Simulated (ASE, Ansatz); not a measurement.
# 1T-PtSe2, 1 layer, Te on Se sites (48 atoms): geometry optimisation

How does 1T-PtSe2, 1 layer, Te on Se sites (48 atoms) relax, and what do bonds, charges and levels look like afterwards?

Method: Kohn-Sham DFT, RPBE, PAW (set soft_2), plane waves, in Ansatz 0.2.0.

### Step 1. Set-up

The cell holds 48 atoms: 16 Pt, 25 Se and 7 Te. Its edges and angles: a = 14.920 Å, b = 14.920 Å, c = 14.600 Å, α = 90.0°, β = 90.0°, γ = 120.0°. It derives from PtSe2 (1T-PtSe2) and Te2Pt. 1 layer of 1T-PtSe2 (a = 3.73 Å), 4 x 4 cells; 12 Å of vacuum; 7 of 32 Se replaced by Te at random; not relaxed, displaced by a Gaussian of 0.02 Å. Vacuum lies along c.

Before any run, some limits are plain. Only the Γ point is sampled, in a cell whose shortest periodic width is 13 Å. No spin–orbit coupling is included, so levels derived from the heavy atoms are approximate.

### Step 2. Single point at the start

The forces at the start show how far the geometry lies from a minimum of this functional.

File input.yaml:

```yaml
crystal:
  lattice:
    - [14.92, 0.0, 0.0]
    - [-7.46, 12.9211, 0.0]
    - [0.0, 0.0, 14.6]
  atoms:
    - { symbol: Pt, position: [0.00014, 0.99825, 0.49907] }
    - { symbol: Se, position: [0.08546, 0.16947, 0.58946] }
    - { symbol: Se, position: [0.16794, 0.08659, 0.41497] }
    - { symbol: Pt, position: [0.99905, 0.25091, 0.49988] }
    - { symbol: Te, position: [0.08504, 0.41986, 0.5888] }
    - { symbol: Se, position: [0.1671, 0.3333, 0.41049] }
    - { symbol: Pt, position: [0.99985, 0.50007, 0.50137] }
    - { symbol: Se, position: [0.08409, 0.66816, 0.59179] }
    - { symbol: Se, position: [0.16592, 0.58377, 0.4101] }
    - { symbol: Pt, position: [0.99864, 0.74902, 0.4995] }
    - { symbol: Se, position: [0.08105, 0.91398, 0.58828] }
    - { symbol: Se, position: [0.16806, 0.83378, 0.41149] }
    - { symbol: Pt, position: [0.25214, 0.00076, 0.50288] }
    - { symbol: Se, position: [0.33294, 0.16661, 0.58823] }
    - { symbol: Te, position: [0.41683, 0.08, 0.41112] }
    - { symbol: Pt, position: [0.24801, 0.24777, 0.49701] }
    - { symbol: Te, position: [0.33182, 0.41627, 0.58953] }
    - { symbol: Te, position: [0.41704, 0.33368, 0.41055] }
    - { symbol: Pt, position: [0.24971, 0.50101, 0.49962] }
    - { symbol: Se, position: [0.33351, 0.66499, 0.59018] }
    - { symbol: Te, position: [0.41789, 0.58222, 0.41169] }
    - { symbol: Pt, position: [0.25168, 0.74998, 0.5005] }
    - { symbol: Se, position: [0.33442, 0.91771, 0.5919] }
    - { symbol: Se, position: [0.41733, 0.83153, 0.41285] }
    - { symbol: Pt, position: [0.4984, 0.99812, 0.50191] }
    - { symbol: Te, position: [0.58492, 0.16662, 0.58823] }
    - { symbol: Se, position: [0.66709, 0.08514, 0.40843] }
    - { symbol: Pt, position: [0.49983, 0.25031, 0.50087] }
    - { symbol: Se, position: [0.583, 0.41711, 0.58831] }
    - { symbol: Se, position: [0.67032, 0.3369, 0.41003] }
    - { symbol: Pt, position: [0.50104, 0.49991, 0.50111] }
    - { symbol: Se, position: [0.58206, 0.66733, 0.58913] }
    - { symbol: Te, position: [0.66654, 0.58063, 0.40932] }
    - { symbol: Pt, position: [0.49932, 0.7507, 0.49841] }
    - { symbol: Se, position: [0.58196, 0.91548, 0.58994] }
    - { symbol: Se, position: [0.6676, 0.83565, 0.411] }
    - { symbol: Pt, position: [0.74895, 0.99969, 0.49926] }
    - { symbol: Se, position: [0.83135, 0.16547, 0.58574] }
    - { symbol: Se, position: [0.91737, 0.08292, 0.41102] }
    - { symbol: Pt, position: [0.75217, 0.25004, 0.4993] }
    - { symbol: Se, position: [0.83586, 0.41759, 0.58783] }
    - { symbol: Se, position: [0.91669, 0.3323, 0.4115] }
    - { symbol: Pt, position: [0.75121, 0.50064, 0.50034] }
    - { symbol: Se, position: [0.831, 0.66665, 0.58674] }
    - { symbol: Se, position: [0.91693, 0.58418, 0.40797] }
    - { symbol: Pt, position: [0.74756, 0.7497, 0.50069] }
    - { symbol: Se, position: [0.83182, 0.91395, 0.59151] }
    - { symbol: Se, position: [0.91173, 0.83336, 0.41007] }
kpoints:
  mp_grid: { grid: [1, 1, 1] }
hamiltonian:
  xc: rpbe
scf:
  occupations: { method: gaussian, width: 0.05 }
output:
  forces: true
  populations: true
  dos:
    method: { smearing: { sigma: 0.1 } }
    de: 0.1
    projected:
      site_lists:
        Pt: [Pt]
        Se: [Se]
        Te: [Te]
        layer_1: [0, 1, 2, 3, 4, 5, 6, 7, 8, 9, 10, 11, 12, 13, 14, 15, 16, 17, 18, 19, 20, 21, 22, 23, 24, 25, 26, 27, 28, 29, 30, 31, 32, 33, 34, 35, 36, 37, 38, 39, 40, 41, 42, 43, 44, 45, 46, 47]
  eigenvalues: true
```

Run with:

```console
> ansatz run input.yaml --threads 4 --pin off --max-ram 8192MiB --backend cpu --events-out ev --progress --plain --runs-dir out
```

Numbers of over 12 decimals in the logs are rounded to 6 here.

What it wrote:

```text
Engine: ansatz 0.2.0, aarch64-unknown-linux-gnu
Pseudopotentials: kind: paw
Pseudopotential: Pt, paw, valence charge 18, recommended cutoff 420 eV (normal), Pt.paw.azcp
Pseudopotential: Se, paw, valence charge 16, recommended cutoff 420 eV (normal), Se.paw.azcp
Pseudopotential: Te, paw, valence charge 16, recommended cutoff 420 eV (normal), Te.paw.azcp
[... 5 lines on functional and potentials left out ...]
Crystal: 48 atoms, lattice volume = 2814.629 Å³
Basis set: ecut = 420 eV, 54931 PW (Γ), exchange–correlation on 200×200×200 points (8 copies of the dense FFT grid, shifted against one another)
Bands: 480, of which v1, the nominal top of the filled ones, is band 400 counted from 1 (399 counted from 0)
Symmetry: 1 space group operations
Space group: P1 (ITA 1), of the structure as read, at distance tolerance 1.4e-4 Å
k-points: 1
[... 10 lines on functional and potentials left out ...]
Initial density: superposition of atomic densities (neutral atoms: chi_scale 0, normalization atom), corrected by the library's trained network
Initial wavefunctions: pseudopotential atomic-orbital guess
Functional: x = rpbe, c = pbe(β = 0.066725)
SCF iter   1: F=—  HF=-386402.853075 eV  |F-HF|=—  |Δ(HF+E_count)|=         —  Δρ=2.49e-3  dr2=1.91e-1  ethr=1.77e-3  ⟨swp⟩=7.0  Hψ=1803  notcnv=0  defer=30
preconditioner: auto → Resta (q_TF=auto, 2.212 Å⁻¹)  ε∞=3.0  [insulator: Δε(μ)=1.084 eV  Ē_g=9.297 eV  σ=0.050 eV  W_gap=1.00  n_scr=526 (ndim 8)  ℏωp=13.1 eV  f_vac=0.608  D(μ)=0.00/eV (n_scr^D=0)  ε∞_Penn≈3.0  vacuum switching on, ρ_ref=6.3e-3 e/Å³]
SCF iter   2: F=—  HF=-386402.829860 eV  |F-HF|=—  |Δ(HF+E_count)|=   2.32e-2  Δρ=1.31e-3  dr2=7.60e-2  ethr=2.39e-5  ⟨swp⟩=3.0  Hψ=1124  notcnv=0  defer=68
SCF iter   3: F=—  HF=-386402.826453 eV  |F-HF|=—  |Δ(HF+E_count)|=   3.41e-3  Δρ=7.88e-4  dr2=2.33e-2  ethr=9.51e-6  ⟨swp⟩=2.0  Hψ=556  notcnv=0  defer=68
SCF iter   4: F=—  HF=-386402.829316 eV  |F-HF|=—  |Δ(HF+E_count)|=   2.86e-3  Δρ=5.01e-4  dr2=1.70e-2  ethr=2.91e-6  ⟨swp⟩=2.0  Hψ=556  notcnv=0  defer=68
SCF iter   5: F=—  HF=-386402.828183 eV  |F-HF|=—  |Δ(HF+E_count)|=   1.13e-3  Δρ=1.29e-4  dr2=5.91e-4  ethr=2.13e-6  ⟨swp⟩=2.0  Hψ=556  notcnv=0  defer=68
SCF iter   6: F=—  HF=-386402.828413 eV  |F-HF|=—  |Δ(HF+E_count)|=   2.30e-4  Δρ=6.27e-5  dr2=2.00e-4  ethr=7.39e-8  ⟨swp⟩=2.0  Hψ=588  notcnv=0  defer=68
SCF iter   7: F=—  HF=-386402.828470 eV  |F-HF|=—  |Δ(HF+E_count)|=   5.68e-5  Δρ=3.56e-5  dr2=1.11e-4  ethr=2.50e-8  ⟨swp⟩=2.0  Hψ=567  notcnv=0  defer=68
SCF iter   8: F=—  HF=-386402.828529 eV  |F-HF|=—  |Δ(HF+E_count)|=   5.89e-5  Δρ=1.43e-5  dr2=9.12e-6  ethr=1.39e-8  ⟨swp⟩=2.0  Hψ=556  notcnv=0  defer=68
SCF iter   9: F=—  HF=-386402.827354 eV  |F-HF|=—  |Δ(HF+E_count)|=   1.17e-3  Δρ=7.20e-6  dr2=3.17e-6  ethr=1.14e-9  ⟨swp⟩=2.0  Hψ=656  notcnv=0  defer=68
SCF iter  10: F=—  HF=-386402.827356 eV  |F-HF|=—  |Δ(HF+E_count)|=   1.99e-6  Δρ=3.49e-6  dr2=8.31e-7  ethr=3.96e-10  ⟨swp⟩=2.0  Hψ=556  notcnv=0  defer=68
SCF iter  11: F=—  HF=-386402.827356 eV  |F-HF|=—  |Δ(HF+E_count)|=   6.24e-7  Δρ=1.74e-6  dr2=2.21e-7  ethr=1.04e-10  ⟨swp⟩=2.0  Hψ=588  notcnv=0  defer=68
SCF iter  12: F=-386402.827357 eV  HF=-386402.827357 eV  |F-HF|=1.13e-8  |Δ(HF+E_count)|=   1.31e-7  Δρ=8.64e-7  dr2=5.03e-8  ethr=1.25e-11  ⟨swp⟩=20.0  Hψ=2298  notcnv=0
SCF 1 converged in 12 iterations: F = -386402.827357 eV  dr2 = 5.03e-8
  greatest PAW one-centre occupation: 1.000 electrons in one spin orbital (limit 2), on the Pt atom at site 30 (counted from 0), in its partial waves of l = 0
SCF converged after 12 iterations
Free energy (F): -386402.827357 eV
Harris-Foulkes:  -386402.827357 eV  (|F-HF|=1.13e-8)
Internal energy: -386402.827357 eV  (E = F + TS)
E sigma→0 (E₀):  -386402.827357 eV
Fermi energy:    1.825009 eV
--- Per-component energies (eV) ---
  E_band       = -23438.527869
  E_kinetic    = 14469.286275
  E_local      = -482440.273141  (includes V_loc(G=0)·N_el)
  E_nonlocal   = -13925.559628
  E_hartree    = 234137.911333
  E_xc         = -7694.028960
  E_vxc        = -8051.865548  (∫ρ·V_xc dr)
  E_paw        = -232114.542304  (= ΣΔE_a)
  E_vpaw       = -1765.946786  (= ΣTr[D̂ρ^β])
  E_aug_tail   = -0.012910  (compensation charges beyond the density's cutoff)
  E_ewald      = 101172.126988
  E_core_change = -7.735008  (= ΣΔE_core)
  E_smearing   = -0.000000  (= −TS)
  E_closure    = 0.000000  (closes the sum)
  Σ components = -386402.827357   (vs F -386402.827357, Δ=0.00e0)
--- Forces (eV/Å), atoms counted from 1 ---
  atom   1  Pt    -0.48635085     0.37073840     0.54299067
  atom   2  Se    -0.47086184    -0.71334176     0.63288920
  atom   3  Se     0.13430412    -1.39636455    -1.44283792
  atom   4  Pt     0.50791781    -1.15398923    -0.42804851
  atom   5  Te    -0.45164556    -0.72762697     3.29484656
  atom   6  Se    -0.40829312     0.01549424    -0.65922296
  atom   7  Pt    -0.95446597     0.95647214    -1.18092110
  atom   8  Se    -0.10929951     0.03991570     0.07472463
  atom   9  Se    -0.30031316     0.26230090    -0.61705208
  atom  10  Pt     0.05519524     0.16927060    -0.27967351
  atom  11  Se    -0.11650066     0.04168330     0.79299918
  atom  12  Se    -0.07524237    -0.05652108    -0.21917682
  atom  13  Pt    -1.45495795    -0.86953300     0.20079358
  atom  14  Se    -0.07565439     0.10960861     0.76984936
[...]
atom  47  Se    -0.11923489     0.67764296     0.27865077
  atom  48  Se     0.57912089    -0.05750567    -0.35842917
  max |Σ_I F_I| component: 4.79e-5 eV/Å
--- Band table (eV) ---
  k-point 0: bands = ["-97.6424", "-97.6326", "-97.6212", "-97.5985", [... 464 levels ...], "7.7063", "7.7317", "7.7463", "7.7809", "8.1610", "8.1952", "8.2279", "8.3266", "8.3611", "8.3635", "8.3958", "8.4031"]
--- Löwdin populations: 48 sites ---
  site symbol       q [e]
     0     Pt     17.4353
     1     Se     16.2493
     2     Se     16.1988
[...]
47     Se     16.1717
  spilling = 0.004549 (of n_electrons = 800.000000)
```

Wall time 45 s (4 threads of Arm Neoverse V2, shared host); peak memory 3.8 GiB.

The run gave:

| Property | Result |
| --- | --- |
| free energy | -386402.8274 eV |
| free energy per atom | -8050.0589 eV/atom |
| SCF cycles | 12 |
| r.m.s. force component | 0.8877 eV/Å |
| longest force | 3.477 eV/Å |
| Fermi energy | 1.825 eV |
| gap (highest filled to lowest empty level) | 1.034 eV |
| spilling of the projection | 0.004549 |

The r.m.s. force component of 0.89 eV/Å sets the starting point.

Length of the force by element:

```csv
element,coordination,atoms,mean length of the force (eV/Å),spread,least,most
Pt,all,16,1.11,0.479,0.278,2.00
Se,all,25,0.820,0.384,0.138,2.01
Te,all,7,3.14,0.234,2.82,3.48
```

### Step 3. Relaxation

The atoms are relaxed in the fixed cell, aiming at the force tolerance of the input.

input.yaml, the sections that differ from step 2:

```yaml
output:
  forces: true
relax:
  f_tol: 0.05
  max_steps: 136
# crystal, kpoints, hamiltonian, scf: as in step 2
```

What it wrote:

```text
[...]
Crystal: 48 atoms, lattice volume = 2814.629 Å³
Basis set: ecut = 420 eV, 54931 PW (Γ), exchange–correlation on 200×200×200 points (8 copies of the dense FFT grid, shifted against one another)
Bands: 480, of which v1, the nominal top of the filled ones, is band 400 counted from 1 (399 counted from 0)
Symmetry: 1 space group operations
[...]
k-points: 1
[...]
SCF iter   1: F=—  HF=-386402.853068 eV  |F-HF|=—  |Δ(HF+E_count)|=         —  Δρ=2.49e-3  dr2=1.91e-1  ethr=1.77e-3  ⟨swp⟩=7.0  Hψ=1803  notcnv=0  defer=30
[...]
SCF iter   8: F=-386402.827350 eV  HF=-386402.827347 eV  |F-HF|=3.59e-6  |Δ(HF+E_count)|=   1.52e-5  Δρ=1.46e-5  dr2=9.38e-6  ethr=7.81e-9  ⟨swp⟩=2.0  Hψ=1356  notcnv=0
SCF 1 converged in 8 iterations: F = -386402.827350 eV  dr2 = 9.38e-6
[...]
relax step   1: F+E_penalty+E_count = -386402.82735015 eV  Δ(F+E_penalty+E_count) = +0.000e0 eV  max|allowed force component| = 3.444e0 eV/Å  Δτ_max = 0.0000 Å  (8 SCF iters, dr2 threshold 6.25e-5 eV, accepted)
[...]
relax step   2: F+E_penalty+E_count = -386406.03946964 eV  Δ(F+E_penalty+E_count) = -3.212e0 eV  max|allowed force component| = 4.679e-1 eV/Å  Δτ_max = 0.1989 Å  (8 SCF iters, dr2 threshold 1.00e-4 eV, accepted)
[...]
relax step   3: F+E_penalty+E_count = -386406.34932828 eV  Δ(F+E_penalty+E_count) = -3.099e-1 eV  max|allowed force component| = 1.086e-1 eV/Å  Δτ_max = 0.2000 Å  (9 SCF iters, dr2 threshold 1.37e-5 eV, accepted)
[...]
relax step   4: F+E_penalty+E_count = -386406.35887470 eV  Δ(F+E_penalty+E_count) = -9.546e-3 eV  max|allowed force component| = 2.090e-2 eV/Å  Δτ_max = 0.0204 Å  (9 SCF iters, accepted)
SCF converged after 9 iterations
Free energy (F): -386406.358875 eV
[...]
Internal energy: -386406.358875 eV  (E = F + TS)
E sigma→0 (E₀):  -386406.358875 eV
Fermi energy:    1.876439 eV
[...]
--- Forces (eV/Å), atoms counted from 1 ---
  atom   1  Pt     0.00235658    -0.00054413    -0.00096434
  atom   2  Se    -0.00304859    -0.00302564    -0.00084144
  atom   3  Se    -0.00295286     0.00263182    -0.00238095
  atom   4  Pt     0.00263985    -0.00236569    -0.00720616
  atom   5  Te    -0.00587804    -0.00160835     0.01222943
  atom   6  Se     0.00120824    -0.00312210     0.00300779
  atom   7  Pt    -0.00397645     0.00671389    -0.00342063
  atom   8  Se     0.00086468    -0.00362152    -0.00319749
  atom   9  Se     0.00818545     0.00108095    -0.00025505
  atom  10  Pt    -0.00145986    -0.00174465     0.00315935
  atom  11  Se     0.00024096     0.00136961     0.00281450
  atom  12  Se    -0.00241688    -0.00513383     0.00144423
  atom  13  Pt     0.00619746     0.00363441    -0.00293325
  atom  14  Se     0.00007345    -0.00464011    -0.00245683
[...]
atom  47  Se     0.00302042    -0.00442962    -0.00001139
  atom  48  Se    -0.00129316    -0.00403634    -0.00018872
  max |Σ_I F_I| component: 3.81e-5 eV/Å
--- Relaxed structure (4 steps of the walk, 4 accepted, 0 SCFs on fresh bases) ---
  F+E_penalty+E_count = -386406.35887470 eV   max|allowed force component| = 2.090e-2 eV/Å
  atoms:
    - { symbol: Pt, position: [-0.00144493, 0.998463, 0.501936] }
    - { symbol: Se, position: [0.081008, 0.161083, 0.598287] }
    - { symbol: Se, position: [0.160217, 0.079197, 0.405249] }
    - { symbol: Pt, position: [0.997783, 0.246596, 0.509811] }
[...]
- { symbol: Se, position: [0.919692, 0.836718, 0.405301] }
```

Run time: 100 s. Hardware: 4 threads; peak memory 3.8 GiB; 6.4 min of CPU time.

The steps of the relaxation:

```csv
step,energy less that of the first step (eV),largest force component (eV/Å)
1,0.0000,3.4435
2,-3.2121,0.4679
3,-3.5220,0.1086
4,-3.5315,0.0209
```

The atoms that moved most (Å):

```csv
atom,dx,dy,dz,length
Te5,-0.039,-0.031,0.360,0.363
Te33,0.071,0.087,-0.338,0.356
Te21,-0.101,0.035,-0.303,0.322
Te18,-0.060,-0.044,-0.294,0.303
Te26,-0.055,-0.017,0.295,0.300
Se38,0.031,-0.024,0.239,0.242
Te15,0.029,0.013,-0.224,0.227
Se3,-0.060,-0.095,-0.142,0.181
```

The relaxation changed the energy by -73.6 meV/atom, and atoms moved by 0.15 Å r.m.s., 0.36 Å at most.

### Step 4. Local order after relaxation

Bonds before and after, by the cutoffs listed below:

```csv
pair,bonds before,bonds after,mean before (Å),mean after (Å),spread before (Å),spread after (Å)
Se-Pt,75,75,2.515,2.532,0.029,0.009
Pt-Te,21,21,2.523,2.673,0.020,0.009
```

Normalised to the volume that the atoms fill. g(r), total and by pair (bins of 0.2 Å):

```csv
r (Å),total,Se-Se,Se-Pt,Se-Te,Pt-Pt,Pt-Te,Te-Te
2.50,4.16,0.00,12.00,0.00,0.00,0.00,0.00
2.70,1.04,0.00,0.00,0.00,0.00,10.70,0.00
2.90,0.00,0.00,0.00,0.00,0.00,0.00,0.00
3.10,0.00,0.00,0.00,0.00,0.00,0.00,0.00
3.30,0.00,0.00,0.00,0.00,0.00,0.00,0.00
3.50,1.17,3.27,0.00,1.84,0.00,0.00,0.00
3.70,3.37,5.34,0.00,4.72,9.66,0.00,5.97
3.90,0.51,0.27,0.00,1.43,1.30,0.00,3.35
4.10,0.00,0.00,0.00,0.00,0.00,0.00,0.00
4.30,0.02,0.00,0.05,0.00,0.00,0.00,0.00
4.50,1.40,0.00,3.62,0.00,0.00,1.41,0.00
4.70,0.25,0.00,0.10,0.00,0.00,2.20,0.00
4.90,0.00,0.00,0.00,0.00,0.00,0.00,0.00
5.10,0.44,1.53,0.00,0.17,0.00,0.00,0.00
5.30,0.21,0.00,0.00,1.11,0.00,0.00,1.73
5.50,0.00,0.00,0.00,0.00,0.00,0.00,0.00
5.70,0.32,0.00,0.89,0.00,0.00,0.11,0.00
5.90,1.57,0.00,3.55,0.00,0.00,3.54,0.00
6.10,0.10,0.07,0.03,0.00,0.00,0.70,0.00
6.30,0.84,2.14,0.00,1.27,0.55,0.00,0.41
6.50,1.18,1.44,0.00,2.67,3.11,0.00,1.96
6.70,0.02,0.03,0.00,0.11,0.00,0.00,0.00
6.90,0.00,0.00,0.00,0.00,0.00,0.00,0.00
7.10,0.00,0.00,0.00,0.00,0.00,0.00,0.00
7.30,0.19,0.29,0.00,0.35,0.47,0.00,0.31
7.50,0.70,0.98,0.00,1.16,2.28,0.00,0.29
7.70,0.12,0.04,0.27,0.08,0.00,0.06,0.00
7.90,0.95,0.00,2.13,0.00,0.00,2.15,0.00
```

Bonds by pair of elements; cutoffs follow the first minimum of g(r), held within bounds set by covalent radii, and pairs that aren't listed don't count as bonded:

```csv
pair A-B,cutoff (Å),bonds,mean length (Å),spread (Å),shortest (Å),B about A,A about B
Se-Pt,3,75,2.53,0.009,2.51,3,4.69
Pt-Te,3.21,21,2.67,0.009,2.66,1.31,3
```

How many atoms have how many bonded neighbours:

```csv
element,mean,3,6
Pt,6,0,16
Se,3,25,0
Te,3,7,0
```

Bond angles (no mean is given where the spread exceeds 20°):

```csv
angle,count,mean (°),spread (°)
Se-Pt-Se,149,-,-
Se-Pt-Te,77,-,-
Pt-Se-Pt,75,94.4,1.4
Pt-Te-Pt,21,90.3,1.3
Te-Pt-Te,14,-,-
```

Counting bonds as in the table, all Pt atoms have 6, all Se atoms have 3 and all Te atoms have 3 bonded neighbours.

(Continued in part 2 of 2.)

[Logs are printed without paths, hosts, clocks, repeated set-up lines and the standing remarks that a program may print on its own settings, such as how far it seeks lower states.]

[Hosts, paths, dates, database ids (printed as entryN), source tags and the programs' standing remarks are cut or masked in the printed files.]
